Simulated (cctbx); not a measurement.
# A disordered crystal of nominal KGa9Cu2Sn2Pb18

Cell a = 11.8160 Å, b = 11.8160 Å, c = 13.6990 Å, α = 90.00°, β = 90.00°, γ = 120.00°; space group P6_3/m (no. 176); nominal formula KGa9Cu2Sn2Pb18.

Simulated single-crystal data (cctbx): Mo Kα, λ = 0.71073 Å, to d = 0.7 Å, 50 % of the full sphere, strongest reflection 5000 counts, noise from counting, a 2 % proportional error and a noise floor of 8 counts (s.d.); no absorption.

With every site full:

```text
Rint 0.088, 1753 unique reflections to 0.70 A
cycle     R1     wR2    GooF  max shift (A)
   1  0.1782  0.3404   5.708   0.00325
   2  0.0332  0.0539   0.904   0.00001
final R1 0.0332 wR2 0.0539 GooF 0.904  parameters 53  data/parameter 33.1
atom        x        y        z      Ueq    occ   su(xyz)  su(Uiso or U11)
Pb1    0.56393  0.94179  0.42042   0.0031  1.000  0.00006  0.0003
Pb2    0.06218  0.62528  0.75000   0.0031  1.000  0.00011  0.0004
Pb3    0.87775  0.14366  0.41638   0.0029  1.000  0.00006  0.0002
Pb4    0.25469  0.11458  0.75000   0.0026  1.000  0.00010  0.0004
Sn1    0.00000  0.00000  0.35535   0.0026  1.000  0.00011  0.0004
Ga1    0.30082  0.88178  0.75000   0.0018  1.000  0.00031  0.0012  NPD
Ga2    0.59168  0.70244  0.41613   0.0071  1.000  0.00021  0.0008
Cu1    0.66667  0.33333  0.41868   0.0070  1.000  0.00040  0.0010
K1     0.66667  0.33333  0.75000   0.0056  1.000  0.00000  0.0027
difference map: max 7.18 min -8.03 rms 1.80
Q1    0.1209  0.5423  0.7500    6    7.38  1.44 A from Ga1
Q2    0.1571  0.3361  0.2500    6    7.33  0.88 A from Pb4
Q3    0.3333  0.6667  0.1031    4    6.68  2.01 A from K1
Q4    0.0979  0.3142  0.7500    6    6.58  1.14 A from Ga1
Q5    0.0771  0.7149  0.7500    6    6.56  0.98 A from Pb2
Q6    0.1709  0.6522  0.5685   12    6.42  1.85 A from Cu1
```

With the occupancies of the suspect sites free, each still typed as its main element:

```text
Rint 0.088, 1753 unique reflections to 0.70 A
cycle     R1     wR2    GooF  max shift (A)
   1  0.1031  0.1957   3.282   0.00006
   2  0.0332  0.0539   0.905   0.00001
final R1 0.0332 wR2 0.0539 GooF 0.905  parameters 54  data/parameter 32.5
atom        x        y        z      Ueq    occ   su(xyz)  su(Uiso or U11)
Pb1    0.56393  0.94179  0.42042   0.0031  1.000  0.00006  0.0003
Pb2    0.06218  0.62528  0.75000   0.0031  1.000  0.00011  0.0004
Pb3    0.87775  0.14366  0.41638   0.0029  1.000  0.00006  0.0002
Pb4    0.25469  0.11458  0.75000   0.0026  1.000  0.00010  0.0004
Sn1    0.00000  0.00000  0.35535   0.0026  1.000  0.00011  0.0004
Ga1    0.30082  0.88178  0.75000   0.0018  1.000  0.00031  0.0012  NPD
Ga2    0.59168  0.70244  0.41613   0.0071  1.000  0.00021  0.0008
Cu1    0.66667  0.33333  0.41868   0.0070  1.000  0.00040  0.0010
K1     0.66667  0.33333  0.75000   0.0056  1.000  0.00000  0.0034
su of occupancy K1: 0.054
difference map: max 7.18 min -8.03 rms 1.80
Q1    0.1209  0.5423  0.7500    6    7.38  1.44 A from Ga1
Q2    0.1571  0.3361  0.2500    6    7.33  0.88 A from Pb4
Q3    0.3333  0.6667  0.1031    4    6.68  2.01 A from K1
Q4    0.0979  0.3142  0.7500    6    6.58  1.14 A from Ga1
Q5    0.0771  0.7149  0.7500    6    6.56  0.98 A from Pb2
Q6    0.1709  0.6522  0.5685   12    6.42  1.85 A from Cu1
```

**Question.** What is the disorder?

X-rays count electrons. K1 refines to 1.000(0.054), or 19.0 electrons; the site truly holds 0.94 K, 17.9 electrons, which is 0.940 of K. All are within 3 s.u. of full, so these data don't show the disorder. Occupancy correlates with U and the scale, so the match is approximate.

Freeing them takes R1 from 0.0332 to 0.0332 and GooF from 0.90 to 0.91.

The model is made up (kin elements in a known structure type, no relaxation), so it says nothing on whether the phase exists.

[Middle refinement cycles are left out of these outputs.]

[Logs are printed without paths, hosts, clocks, repeated set-up lines and the standing remarks that a program may print on its own settings, such as how far it seeks lower states.]
